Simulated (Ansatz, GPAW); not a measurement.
## 1T-TiTe2 monolayer: work function by functional and basis

How far do functional and basis move the work function of 1T-TiTe2 monolayer?

Method: Ansatz plane waves; layer without images along its normal, relaxation of atoms and in-plane cell, in the first sound run; inputs show where later runs differ, in GPAW 26.7.0 and Ansatz 0.2.0.

This is a report of a sequence of runs, with most program output left out.

### Step 1. The structure

The cell holds 3 atoms: 2 Te and 1 Ti. Its edges and angles: a = 3.750 Å, b = 3.750 Å, c = 21.676 Å, α = 90.0°, β = 90.0°, γ = 120.0°. Vacuum lies along c.

### Step 2. Relaxation

The atoms are relaxed first, since the surface dipole, and with it the work function, follows the positions of the outer layers.

The input, input.yaml:

```yaml
crystal:
  lattice:
    - [3.75, 0.0, 0.0]
    - [-1.875, 3.2475952642, 0.0]
    - [0.0, 0.0, 21.6759216517]
  atoms:
    - { symbol: Te, position: [0.6666666667, 0.3333333333, 0.4152072583] }
    - { symbol: Ti, position: [0.0, 0.0, 0.5] }
    - { symbol: Te, position: [0.3333333333, 0.6666666667, 0.5847927417] }
  periodic: [true, true, false]
kpoints:
  mp_grid: { grid: [9, 9, 1] }
hamiltonian:
  xc: pbe
scf:
  occupations: { method: fermi_dirac, width: 0.05 }
relax:
  f_tol: 0.01
  max_steps: 90
  cell: {}
```

The run is started by

```sh
> ansatz run input.yaml --threads 4 --pin off --max-ram 8192MiB --backend cpu --events-out ev --progress --plain --runs-dir out
```

Run time: 9 s. Hardware: 4 threads of Intel Xeon 6975P-C (Granite Rapids), shared host; peak memory 0.82 GiB.

The steps of the relaxation:

```
step  energy less that of the first step (eV)  largest force component (eV/Å)  volume (Å³)
   1                                   0.0000                          0.7304       379.38
   2                                   0.0150                          0.8598       381.64
   3                                  -0.0680                          0.0372       381.26
   4                                  -0.0685                          0.0029       379.98
   5                                  -0.0686                          0.0027       379.20
  6*                                  -0.0686                          0.0028       379.20
```

Relaxation steps marked * repeat the geometry before them on a plane-wave basis chosen anew for their cell, so energy and pressure can jump there. Relaxation step 2 was tried and not accepted.

The run keeps the 12 symmetry operations that it works with, so distortions that break them were not tested.

```
cell as run  before  after  change
      a (Å)   3.750  3.749  -0.0 %
      b (Å)   3.750  3.749  -0.0 %
```

The atoms that moved most (Å, along periodic axes as changes of fractional coordinates times the final cell, across vacuum about the mean position):

```
atom     dx     dy      dz  length
 Te1  0.000  0.000   0.092   0.092
 Te3  0.000  0.000  -0.092   0.092
```

The relaxed structure:

```xyz
3
Lattice="3.7491 0.0000 0.0000 -1.8745 3.2468 0.0000 0.0000 0.0000 31.1518" Properties=species:S:1:pos:R:3
Te    1.8745    1.0823    9.0916
Ti    0.0000    0.0000   10.8380
Te    0.0000    2.1645   12.5843
```

This step gave:

| Property | Result |
| --- | --- |
| free energy | -16461.6646 eV |
| smearing term TS | 0.01081 eV |
| symmetry operations | 12 |

The relaxation lowered the energy of the cell by 0.0686 eV.

### Step 3. Plane waves, PBE

With the geometry fixed, the planar mean of the potential gives the vacuum level on each side.

This step: GPAW, PAW setups; slab in vacuum (GPAW 26.7.0).

The cell differs from the one that the last finished run ended in (c 31.152 → 21.493 Å).

The input, run.py:

```python
import json
import numpy as np
from ase import Atoms
from gpaw import GPAW, PW

slab = Atoms(
    ['Te', 'Ti', 'Te'],
    positions=[
        [1.87455, 1.08227, 9.00000],
        [0.00000, 0.00000, 10.74634],
        [-0.00000, 2.16454, 12.49268]],
    cell=[[3.7491, 0.0, 0.0], [-1.87455, 3.24681, -0.0], [0.0, -0.0, 21.4927]],
    pbc=[True, True, False])

slab.calc = GPAW(mode=PW(400), xc='PBE', kpts={'size': (9, 9, 1), 'gamma': True},
                 occupations={'name': 'fermi-dirac', 'width': 0.05}, nbands='140%',
                 convergence={'density': 1e-05}, maxiter=200,
                 poissonsolver={'dipolelayer': 'xy'},
                 symmetry={'tolerance': 1e-3}, txt='slab.txt')
result = {}
energy = slab.get_potential_energy()
fermi = slab.calc.get_fermi_level()
v = slab.calc.get_electrostatic_potential().mean((0, 1)) - fermi
n = slab.calc.get_pseudo_density().mean((0, 1))
L = slab.cell[2, 2]
z = np.arange(len(v)) * L / len(v)
low, high = slab.positions[:, 2].min(), slab.positions[:, 2].max()
below, above = np.interp([low - 6.8, high + 6.8], z, v)
slopes = [np.interp(x, z, np.gradient(v, z)) for x in (low - 6.8, high + 6.8)]
eps = np.array([[slab.calc.get_eigenvalues(k, s) for k in range(len(slab.calc.get_ibz_k_points()))]
                for s in range(slab.calc.get_number_of_spins())]) - fermi
top, bottom = eps[eps < 0].max(), eps[eps > 0].min()
dipole = slab.get_dipole_moment()[2]
print(f'energy {energy:.4f} eV, Fermi level {fermi:.4f} eV, dipole {dipole:.5f} e A')
print(f'potential 6.8 A off the faces, from the Fermi level: lower {below:.4f} eV, upper {above:.4f} eV')
print(f'slope of the potential there: lower {slopes[0]:.5f}, upper {slopes[1]:.5f} eV/A')
print(f'nearest levels on the mesh: {top:.4f} and {bottom:.4f} eV')
print('magnetic moment', round(slab.get_magnetic_moment(), 3))
result.update(energy=energy, fermi=fermi, dipole=dipole, below=below, above=above, slopes=slopes, edges=[top, bottom],
              z=z.tolist(), v=v.tolist(), n=n.tolist(), positions=slab.positions.tolist(),
              forces=slab.get_forces(apply_constraint=False).tolist(), moments=slab.get_magnetic_moments().tolist())
json.dump(result, open('result.json', 'w'))
```

The run is started by

```sh
> OMP_NUM_THREADS=1 OPENBLAS_NUM_THREADS=1 python run.py
```

It took 13 s on 1 thread; peak memory 0.2 GiB.

Numbers from this step:

| Property | Result |
| --- | --- |
| dipole along the normal | -8.40e-4 e·Å |
| levels nearest the Fermi level on the mesh | -0.08680, 0.02534 eV from the Fermi level |
| upper work function | 4.881 eV |
| lower work function | 4.878 eV |

Electrostatic potential energy of an electron (without an applied field's), less the Fermi level, planar mean against z:

```
z (Å)  electrostatic potential energy of an electron (without an applied field's), less the Fermi level, planar mean (eV)
    0                                                                                                                4.88
    1                                                                                                                4.88
    2                                                                                                                4.88
    3                                                                                                                4.88
    4                                                                                                                4.88
    5                                                                                                                4.88
    6                                                                                                                4.87
    7                                                                                                                4.67
    8                                                                                                                1.38
    9                                                                                                               -17.7
   10                                                                                                               -3.50
   11                                                                                                               -9.32
   12                                                                                                               -8.81
   13                                                                                                               -7.16
   14                                                                                                                4.03
   15                                                                                                                4.83
   16                                                                                                                4.88
   17                                                                                                                4.88
   18                                                                                                                4.88
   19                                                                                                                4.88
   20                                                                                                                4.88
   21                                                                                                                4.88
```

The pseudo valence density, planar mean oscillates, so the rows of the table below give means over windows of 1 Å about each position, cut where the curve ends. Its maxima inside the range that stand out by 2 % of the span (Å: e/Å³): 8.4: 0.256, 9.7: 0.315, 10.7: 1.01, 11.8: 0.315, 13.1: 0.256. Its minima: 9.0: 0.102, 9.9: 0.294, 11.6: 0.294, 12.5: 0.102.

Pseudo valence density, planar mean against z; means over each step:

z (Å), pseudo valence density, planar mean (e/Å³) and a bar:
```
        5       0.00 
        6       0.00 
        7       0.01 #
        8       0.14 ######
        9       0.20 #########
       10       0.41 ##################
       11       0.70 ##############################
       12       0.26 ###########
       13       0.20 ########
       14       0.05 ##
       15       0.00 
       16       0.00 
       17       0.00
```

The potential is flat to 9.5e-5 eV/Å where it is read, so the vacuum is wide enough. The geometry is the other program's minimum; here the largest force on a free atom is 0.0055 eV/Å.

### Step 4. Self-consistent run: xc = "revPBE"

The same geometry under revPBE, to see how far the functional moves the levels against the vacuum.

run.py: that of step 3 with these lines changed.

```diff
@@ -14,3 +14,3 @@
 
-slab.calc = GPAW(mode=PW(400), xc='PBE', kpts={'size': (9, 9, 1), 'gamma': True},
+slab.calc = GPAW(mode=PW(400), xc='revPBE', kpts={'size': (9, 9, 1), 'gamma': True},
                  occupations={'name': 'fermi-dirac', 'width': 0.05}, nbands='140%',
```

It took 13 s on 1 thread; peak memory 0.2 GiB.

This step gave:

```yaml
dipole_along_the_normal: -8.37e-4 e·Å
levels_nearest_the_fermi_level_on_the_mesh: -0.08695, 0.02734 eV from the Fermi level
upper_work_function: 4.776 eV
lower_work_function: 4.773 eV
```

Electrostatic potential energy of an electron (without an applied field's), less the Fermi level, planar mean against z:

```
z (Å)  electrostatic potential energy of an electron (without an applied field's), less the Fermi level, planar mean (eV)
    0                                                                                                                4.77
    1                                                                                                                4.77
    2                                                                                                                4.77
    3                                                                                                                4.77
    4                                                                                                                4.77
    5                                                                                                                4.77
    6                                                                                                                4.76
    7                                                                                                                4.56
    8                                                                                                                1.29
    9                                                                                                               -17.7
   10                                                                                                               -3.59
   11                                                                                                               -9.41
   12                                                                                                               -8.89
   13                                                                                                               -7.24
   14                                                                                                                3.94
   15                                                                                                                4.73
   16                                                                                                                4.77
   17                                                                                                                4.78
   18                                                                                                                4.78
   19                                                                                                                4.78
   20                                                                                                                4.78
   21                                                                                                                4.78
```

The pseudo valence density, planar mean oscillates, so the rows of the table below give means over windows of 1 Å about each position, cut where the curve ends. Its maxima inside the range that stand out by 2 % of the span (Å: e/Å³): 8.4: 0.256, 9.7: 0.315, 10.7: 1.01, 11.8: 0.315, 13.1: 0.256. Its minima: 9.0: 0.103, 9.9: 0.294, 11.6: 0.294, 12.5: 0.103.

Pseudo valence density, planar mean against z; means over each step:

```
z (Å)  pseudo valence density, planar mean (e/Å³)
    5                                      5.0e-5
    6                                      7.9e-4
    7                                      0.0131
    8                                       0.144
    9                                       0.199
   10                                       0.408
   11                                       0.696
   12                                       0.260
   13                                       0.197
   14                                      0.0499
   15                                     0.00320
   16                                      1.9e-4
   17                                      1.2e-5
```

Force by atom:

```
atom  x (eV/Å)  y (eV/Å)  z (eV/Å)   size
 Te1     0.000     0.000    -0.147  0.147
 Ti2     0.000     0.000     0.000  0.000
 Te3     0.000     0.000     0.147  0.147
```

The upper face's work function is 4.776 eV, against 4.881 eV in the first plane-wave PBE run at this geometry.

### Step 5. OptPBE vdW: xc = "optPBE-vdW"

The same geometry under optPBE-vdW, to see how far the functional moves the levels against the vacuum (the van der Waals functionals take revPBE setups).

run.py: that of step 4 with these lines changed.

```diff
@@ -14,3 +14,3 @@
 
-slab.calc = GPAW(mode=PW(400), xc='revPBE', kpts={'size': (9, 9, 1), 'gamma': True},
+slab.calc = GPAW(mode=PW(400), xc='optPBE-vdW', kpts={'size': (9, 9, 1), 'gamma': True},
                  occupations={'name': 'fermi-dirac', 'width': 0.05}, nbands='140%',
```

The job ended after 25 s (1 thread; peak memory 0.36 GiB).

Numbers from this step:

| Property | Result |
| --- | --- |
| levels nearest the Fermi level on the mesh | -0.07667, 0.03421 eV from the Fermi level |
| upper work function | 5.066 eV |
| lower work function | 5.063 eV |

The upper face's work function is 5.066 eV, against 4.881 eV in the first plane-wave PBE run at this geometry.

### Step 6. Self-consistent run: xc = "RPBE"

The same geometry under RPBE, to see how far the functional moves the levels against the vacuum.

run.py: that of step 5 with these lines changed.

```diff
@@ -14,3 +14,3 @@
 
-slab.calc = GPAW(mode=PW(400), xc='optPBE-vdW', kpts={'size': (9, 9, 1), 'gamma': True},
+slab.calc = GPAW(mode=PW(400), xc='RPBE', kpts={'size': (9, 9, 1), 'gamma': True},
                  occupations={'name': 'fermi-dirac', 'width': 0.05}, nbands='140%',
```

Run time: 14 s. Hardware: 1 thread; peak memory 0.2 GiB.

Numbers from this step:

| Property | Result |
| --- | --- |
| dipole along the normal | -8.36e-4 e·Å |
| levels nearest the Fermi level on the mesh | -0.08667, 0.02789 eV from the Fermi level |
| upper work function | 4.770 eV |
| lower work function | 4.767 eV |

Table of electrostatic potential energy of an electron (without an applied field's), less the Fermi level, planar mean by z:

z (Å), electrostatic potential energy of an electron (without an applied field's), less the Fermi level, planar mean (eV) and a bar from the least value:
```
      0.0        4.8 ##############################
      0.5        4.8 ##############################
      1.0        4.8 ##############################
      1.5        4.8 ##############################
      2.0        4.8 ##############################
      2.5        4.8 ##############################
      3.0        4.8 ##############################
      3.5        4.8 ##############################
      4.0        4.8 ##############################
      4.5        4.8 ##############################
      5.0        4.8 ##############################
      5.5        4.8 ##############################
      6.0        4.8 ##############################
      6.5        4.7 ##############################
      7.0        4.6 ##############################
      7.5        3.9 #############################
      8.0        1.3 #########################
      8.5       -7.5 ##############
      9.0      -17.8 
      9.5       -8.8 ############
     10.0       -3.6 ###################
     10.5       -9.6 ###########
     11.0       -9.4 ###########
     11.5       -3.6 ###################
     12.0       -8.9 ############
     12.5      -17.7 
     13.0       -7.3 ##############
     13.5        1.3 #########################
     14.0        3.9 #############################
     14.5        4.6 ##############################
     15.0        4.7 ##############################
     15.5        4.8 ##############################
     16.0        4.8 ##############################
     16.5        4.8 ##############################
     17.0        4.8 ##############################
     17.5        4.8 ##############################
     18.0        4.8 ##############################
     18.5        4.8 ##############################
     19.0        4.8 ##############################
     19.5        4.8 ##############################
     20.0        4.8 ##############################
     20.5        4.8 ##############################
     21.0        4.8 ##############################
```

The upper face's work function is 4.770 eV, against 4.881 eV in the first plane-wave PBE run at this geometry.

### Step 7. Real-space grid: mode = "fd"

A real-space grid is a second complete basis, so it checks the plane-wave result.

run.py: that of step 6 with these lines changed.

```diff
@@ -3,3 +3,3 @@
 from ase import Atoms
-from gpaw import GPAW, PW
+from gpaw import GPAW
 
@@ -14,3 +14,3 @@
 
-slab.calc = GPAW(mode=PW(400), xc='RPBE', kpts={'size': (9, 9, 1), 'gamma': True},
+slab.calc = GPAW(mode='fd', h=0.18, xc='PBE', kpts={'size': (9, 9, 1), 'gamma': True},
                  occupations={'name': 'fermi-dirac', 'width': 0.05}, nbands='140%',
```

Elapsed: 52 s, on 1 thread; peak memory 0.48 GiB.

Numbers from this step:

```yaml
dipole_along_the_normal: -2.31e-4 e·Å
levels_nearest_the_fermi_level_on_the_mesh: -0.08705, 0.02496 eV from the Fermi level
upper_work_function: 4.886 eV
lower_work_function: 4.882 eV
```

The upper face's work function is 4.886 eV, against 4.881 eV in the first plane-wave PBE run at this geometry.

(Part 1 of 2 ends here.)

[Logs are printed without paths, hosts, clocks, repeated set-up lines and the standing remarks that a program may print on its own settings, such as how far it seeks lower states.]

[Hosts, paths, dates, database ids (printed as entryN), source tags and the programs' standing remarks are cut or masked in the printed files.]
